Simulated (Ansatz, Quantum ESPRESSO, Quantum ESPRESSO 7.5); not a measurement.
## Band edges of Y2CO2 MXene, 1 layer under strain

How do the band edges of Y2CO2 MXene, 1 layer move against the vacuum when the sheet is stretched?

Main program and level: Quantum ESPRESSO 7.5; plane-wave DFT, PBE, GBRV ultrasoft pseudopotentials (geometry by Ansatz 0.2.0 with PAW datasets; geometry under PBE).

This is a report of a sequence of runs, with most program output left out.

## (1) The structure

The cell holds 5 atoms: 2 O, 2 Y and 1 C. Cell: a = 3.478 Å, b = 3.478 Å, c = 20.263 Å, α = 90.0°, β = 90.0°, γ = 120.0°. It derives from Y2CO2. Vacuum lies along c.

As a file:

```cif
data_structure
_symmetry_space_group_name_H-M 'P 1'
_symmetry_Int_Tables_number 1
_cell_length_a 3.4778
_cell_length_b 3.4778
_cell_length_c 20.2626
_cell_angle_alpha 90.000
_cell_angle_beta 90.000
_cell_angle_gamma 120.000
_cell_volume 212.24
loop_
_atom_site_label
_atom_site_type_symbol
_atom_site_fract_x
_atom_site_fract_y
_atom_site_fract_z
_atom_site_occupancy
O1 O 0.33333 0.66667 0.37014 1
Y2 Y 0.66667 0.33333 0.43228 1
C3 C 0.00000 0.00000 0.50000 1
Y4 Y 0.33333 0.66667 0.56772 1
O5 O 0.66667 0.33333 0.62986 1
```

## (2) Relaxation with Ansatz

A relaxation in Ansatz fixes the structure of this slab for the runs on it.

File input.yaml:

```yaml
crystal:
  lattice:
    - [3.47776, 0.0, 0.0]
    - [-1.73888, 3.0118285083, 0.0]
    - [0.0, 0.0, 20.2626329535]
  atoms:
    - { symbol: O, position: [0.3333333333, 0.6666666667, 0.370139459] }
    - { symbol: "Y", position: [0.6666666667, 0.3333333333, 0.4322777329] }
    - { symbol: C, position: [0.0, 0.0, 0.5] }
    - { symbol: "Y", position: [0.3333333333, 0.6666666667, 0.5677222671] }
    - { symbol: O, position: [0.6666666667, 0.3333333333, 0.629860541] }
kpoints:
  mp_grid: { grid: [12, 12, 1] }
hamiltonian:
  xc: pbe
scf:
  occupations: { method: fermi_dirac, width: 0.05 }
  convergence: { dr2_threshold: 1.0e-08 }
efield:
  axis: 3
  dipole_correction: true
  ramp_position: 0.97
  ramp_width: 0.04
relax:
  f_tol: 0.01
  cell: { fix: [c, alpha, beta] }
output:
  write_potential: true
  write_density: true
  volumetric_format: npy
```

Run with:

```
> ansatz run input.yaml --threads 2 --pin off --max-ram 4096MiB --backend cpu --events-out ev --progress --plain --runs-dir out
```

Elapsed: 33 s, on 2 threads of Arm Neoverse V2, shared host; peak memory 0.46 GiB; 65 s of CPU time.

The steps of the relaxation:

| step | energy less that of the first step (eV) | largest force component (eV/Å) | pressure (GPa) | volume (Å³) |
| --- | --- | --- | --- | --- |
| 1 | 0.0000 | 5.2747 | 0.90 | 212.24 |
| 2 | -1.9008 | 2.3346 | 0.32 | 214.41 |
| 3 | -2.3074 | 0.6467 | 2.04 | 216.46 |
| 4 | -2.3802 | 0.1528 | 0.46 | 219.25 |
| 5 | -2.3995 | 0.0497 | 0.07 | 217.64 |
| 6 | -2.3996 | 0.0066 | -0.01 | 218.15 |
| 7* | -2.4052 | 0.0063 | 0.04 | 218.15 |
| 8 | -2.4050 | 0.0002 | 0.00 | 218.37 |
| 9* | -2.4053 | 0.0002 | 0.00 | 218.37 |

Relaxation steps marked * repeat the geometry before them on a plane-wave basis chosen anew for their cell, so energy and pressure can jump there.

| cell as run | before | after | change |
| --- | --- | --- | --- |
| a (Å) | 3.478 | 3.528 | +1.4 % |
| b (Å) | 3.478 | 3.528 | +1.4 % |

The atoms that moved most (Å, along periodic axes as changes of fractional coordinates times the final cell, across vacuum about the mean position):

| atom | dx | dy | dz | length |
| --- | --- | --- | --- | --- |
| Y4 | 0.000 | 0.000 | 0.411 | 0.411 |
| Y2 | 0.000 | 0.000 | -0.411 | 0.411 |
| O5 | 0.000 | 0.000 | -0.103 | 0.103 |
| O1 | 0.000 | 0.000 | 0.103 | 0.103 |

Final coordinates:

```cif
data_structure
_symmetry_space_group_name_H-M 'P 1'
_symmetry_Int_Tables_number 1
_cell_length_a 3.5276
_cell_length_b 3.5276
_cell_length_c 20.2626
_cell_angle_alpha 90.000
_cell_angle_beta 90.000
_cell_angle_gamma 120.000
_cell_volume 218.37
loop_
_atom_site_label
_atom_site_type_symbol
_atom_site_fract_x
_atom_site_fract_y
_atom_site_fract_z
_atom_site_occupancy
O1 O 0.33333 0.66667 0.37523 1
Y2 Y 0.66667 0.33333 0.41200 1
C3 C 0.00000 0.00000 0.50000 1
Y4 Y 0.33333 0.66667 0.58800 1
O5 O 0.66667 0.33333 0.62477 1
```

Numbers from this step:

| Item | Value |
| --- | --- |
| free energy | -9086.7571 eV |
| energy at zero smearing | -9086.7396 eV |
| smearing term TS | 0.03502 eV |
| Fermi energy | -0.5551 eV |
| symmetry operations | 6 |
| work function of the upper face | 5.692 eV |
| work function of the lower face | 5.692 eV |
| dipole along the normal | 2.38e-6 e·Å |

## (3) Running the series

Under ESM bc1 levels count from the vacuum, or from the mean of the two vacuum levels where the sheet has a dipole, so band edges at unlike strains can be compared.

Level of this step: plane-wave DFT, PBE, GBRV ultrasoft pseudopotentials (Quantum ESPRESSO 7.5).

File run.py:

```python
import json
import numpy as np
from ase import Atoms
from ase.calculators.espresso import Espresso, EspressoProfile

profile = EspressoProfile(command='mpirun -n 2 pw.x -nk 2', pseudo_dir='../pseudo')
pseudopotentials = {'C': 'c_pbe_v1.2.uspp.F.UPF', 'O': 'o_pbe_v1.2.uspp.F.UPF', 'Y': 'y_pbe_v1.4.uspp.F.UPF'}
system = {'ecutwfc': 40, 'ecutrho': 200, 'occupations': 'smearing', 'smearing': 'fd', 'degauss': 0.002}


def calculator(name, kpts, **extra):
    data = dict(control=dict(tprnfor=True, verbosity='high', disk_io='none'),
                system=system | extra,
                electrons=dict(conv_thr=1e-09, mixing_beta=0.4, mixing_mode='plain',
                               electron_maxstep=100))
    return Espresso(profile=profile, directory=name, pseudopotentials=pseudopotentials, kpts=kpts, input_data=data)


def centre(atoms):
    z = atoms.positions[:, 2]
    atoms.positions[:, 2] -= (z.max() + z.min()) / 2  # ESM wants the slab about z = 0
    return atoms

sheet = Atoms(
    ['O', 'Y', 'C', 'Y', 'O'],
    scaled_positions=[
        [0.3333333333, 0.6666666667, 0.3752318429],
        [0.6666666667, 0.3333333333, 0.4119969450],
        [0.0000000000, 0.0000000000, 0.4999999964],
        [0.3333333333, 0.6666666667, 0.5880030610],
        [0.6666666667, 0.3333333333, 0.6247681548]],
    cell=[
        [3.527628424400, 0.000000000000, 0.000000000000],
        [-1.763814212200, 3.055015830642, 0.000000000000],
        [0.000000000000, 0.000000000000, 20.262632953500]],
    pbc=True)

rows = []
for strain in [-0.03, -0.015, 0.0, 0.015, 0.03]:
    atoms = sheet.copy()
    atoms.set_cell(sheet.cell.array * [[1 + strain], [1 + strain], [1]], scale_atoms=True)
    atoms = centre(atoms)
    atoms.calc = calculator(f's{strain:+.3f}', (12, 12, 1), assume_isolated='esm', esm_bc='bc1', nbnd=23)
    energy = atoms.get_potential_energy()
    levels = np.array([atoms.calc.get_eigenvalues(kpt=i) for i in range(len(atoms.calc.get_ibz_k_points()))])
    top, bottom = levels[:, 18].max(), levels[:, 19].min()
    direct = (levels[:, 19] - levels[:, 18]).min()
    rows.append([strain, energy, top, bottom, direct])
    print(f'strain {strain:+.3f}: E = {energy:.5f} eV, valence top {top:.3f}, conduction bottom {bottom:.3f}, '
          f'gap {bottom - top:.3f}, least direct gap {direct:.3f} eV')

x, energy, top, bottom, direct = np.array(rows).T
area = np.linalg.norm(np.cross(*sheet.cell[:2]))
stiffness = np.polyfit(x, energy, 2)[0] / area * 16.0218  # C11 + C12, heights clamped
print(f'valence and conduction edges move by {np.polyfit(x, top, 1)[0]:.2f} and {np.polyfit(x, bottom, 1)[0]:.2f} eV per unit biaxial strain')
print(f'C11 + C12 with clamped heights: {stiffness:.1f} N/m')
json.dump(dict(rows=rows, stiffness=stiffness), open('result.json', 'w'))
```

Run with:

```
> OMP_NUM_THREADS=1 python run.py
```

The job ended after 8.1 min (2 MPI ranks; peak memory 0.49 GiB; 16 min of CPU time).

Numbers from this step:

- biaxial stiffness: 284.3 N/m

The band edge from the vacuum level by biaxial strain:

| biaxial strain (%) | valence top (eV) | conduction bottom (eV) |
| --- | --- | --- |
| -3.00 | -4.36 | -6.42 |
| -1.50 | -4.45 | -6.44 |
| 0.00 | -4.52 | -6.44 |
| 1.50 | -4.57 | -6.37 |
| 3.00 | -4.61 | -6.30 |

Table of gap by biaxial strain:

| biaxial strain (%) | on the mesh (eV) | least direct (eV) |
| --- | --- | --- |
| -3.00 | -2.06 | 0 |
| -1.50 | -1.99 | 0 |
| 0.00 | -1.92 | 0 |
| 1.50 | -1.80 | 0 |
| 3.00 | -1.69 | 0 |

The energy over the lowest by biaxial strain:

| biaxial strain (%) | energy over the lowest (meV) |
| --- | --- |
| -3.00 | 187 |
| -1.50 | 45.1 |
| 0.00 | 0 |
| 1.50 | 40.5 |
| 3.00 | 157 |

## (4) Running the series: vdW-DF-cx, GBRV ultrasoft

Level of this step: plane-wave DFT, vdW-DF-cx, GBRV ultrasoft pseudopotentials made under PBE (Quantum ESPRESSO 7.5). input_dft overrides the functional of the files.

run.py, as its differences from the input of step 3:

```diff
@@ -7,3 +7,3 @@
 pseudopotentials = {'C': 'c_pbe_v1.2.uspp.F.UPF', 'O': 'o_pbe_v1.2.uspp.F.UPF', 'Y': 'y_pbe_v1.4.uspp.F.UPF'}
-system = {'ecutwfc': 40, 'ecutrho': 200, 'occupations': 'smearing', 'smearing': 'fd', 'degauss': 0.002}
+system = {'ecutwfc': 40, 'ecutrho': 200, 'input_dft': 'vdw-df-cx', 'occupations': 'smearing', 'smearing': 'fd', 'degauss': 0.002}
```

Run with:

```
> OMP_NUM_THREADS=1 python run.py
```

Wall time 11 min (2 MPI ranks); peak memory 0.53 GiB.

This step gave:

* biaxial stiffness: 278.9 N/m

Table of band edge from the vacuum level by biaxial strain:

| biaxial strain (%) | valence top (eV) | conduction bottom (eV) |
| --- | --- | --- |
| -3.00 | -4.46 | -6.55 |
| -1.50 | -4.56 | -6.57 |
| 0.00 | -4.62 | -6.56 |
| 1.50 | -4.67 | -6.49 |
| 3.00 | -4.71 | -6.41 |

The gap by biaxial strain:

| biaxial strain (%) | on the mesh (eV) | least direct (eV) |
| --- | --- | --- |
| -3.00 | -2.09 | 0 |
| -1.50 | -2.01 | 0 |
| 0.00 | -1.94 | 0 |
| 1.50 | -1.81 | 0 |
| 3.00 | -1.70 | 0 |

The energy over the lowest by biaxial strain:

| biaxial strain (%) | energy over the lowest (meV) |
| --- | --- |
| -3.00 | 92.4 |
| -1.50 | 0 |
| 0.00 | 2.86 |
| 1.50 | 90.1 |
| 3.00 | 251 |

## (5) The script, with ecutrho = 20

Another try, with an input changed as a hurried user might.

Level of this step: plane-wave DFT, PBE, GBRV ultrasoft pseudopotentials (Quantum ESPRESSO 7.5).

run.py, as its differences from the input of step 3:

```diff
@@ -7,3 +7,3 @@
 pseudopotentials = {'C': 'c_pbe_v1.2.uspp.F.UPF', 'O': 'o_pbe_v1.2.uspp.F.UPF', 'Y': 'y_pbe_v1.4.uspp.F.UPF'}
-system = {'ecutwfc': 40, 'ecutrho': 200, 'occupations': 'smearing', 'smearing': 'fd', 'degauss': 0.002}
+system = {'ecutwfc': 40, 'ecutrho': 20, 'occupations': 'smearing', 'smearing': 'fd', 'degauss': 0.002}
 
@@ -14,3 +14,3 @@
                 electrons=dict(conv_thr=1e-09, mixing_beta=0.4, mixing_mode='plain',
-                               electron_maxstep=100))
+                               electron_maxstep=60))
     return Espresso(profile=profile, directory=name, pseudopotentials=pseudopotentials, kpts=kpts, input_data=data)
@@ -38,3 +38,3 @@
 rows = []
-for strain in [-0.03, -0.015, 0.0, 0.015, 0.03]:
+for strain in [-0.03, -0.015, 0.0]:
     atoms = sheet.copy()
```

Run with:

```
> OMP_NUM_THREADS=1 python run.py
```

It took 2 s on 2 MPI ranks; peak memory 0.16 GiB.

The program refused the input before any cycle.

The fault put into the input: a density cutoff under four times the waves' (ecutrho = 20).

ecutrho can't lie under ecutwfc; four times for norm-conserving files and more for ultrasoft ones is the rule.

## (6) The arithmetic

Under equal strain ε in the plane, E = A (C11 + C12) ε². From the points at ±1.5 %: d²E/dε² = (45.09 + 40.48 − 2 × 0.00) meV / 0.015² = 380 eV, and 380/(2 × 10.777 Å²) × 16.02 = 283 N/m.

## (7) Outcome

- C11 + C12, heights clamped, PBE, GBRV ultrasoft: 284 N/m
- C11 + C12, heights clamped, vdW-DF-cx, GBRV ultrasoft (made under PBE): 279 N/m

**Reading.** The sheet's biaxial stiffness comes to 284 N/m (PBE, GBRV ultrasoft). The bands overlap at every strain: the sheet is a metal, and edges by band count are no gaps. Heights are clamped under strain, which makes a sheet with several atomic planes too stiff. Zero strain is the PBE cell; under vdW-DF-cx the energy is lowest near -0.7 %, so its stiffness is taken away from its own minimum. Semilocal gaps are too small. Spin-orbit coupling is left out; depending on the atoms that carry the levels of interest, it can split and shift them by tens to hundreds of meV.

[Logs are printed without paths, hosts, clocks, repeated set-up lines and the standing remarks that a program may print on its own settings, such as how far it seeks lower states.]

[Hosts, paths, dates, database ids (printed as entryN), source tags and the programs' standing remarks are cut or masked in the printed files.]

[Maps of the electrostatic potential energy from Ansatz leave out the sawtooth potential of an applied field or a dipole correction, so their vacuum need not be flat; planar profiles and work functions include it.]
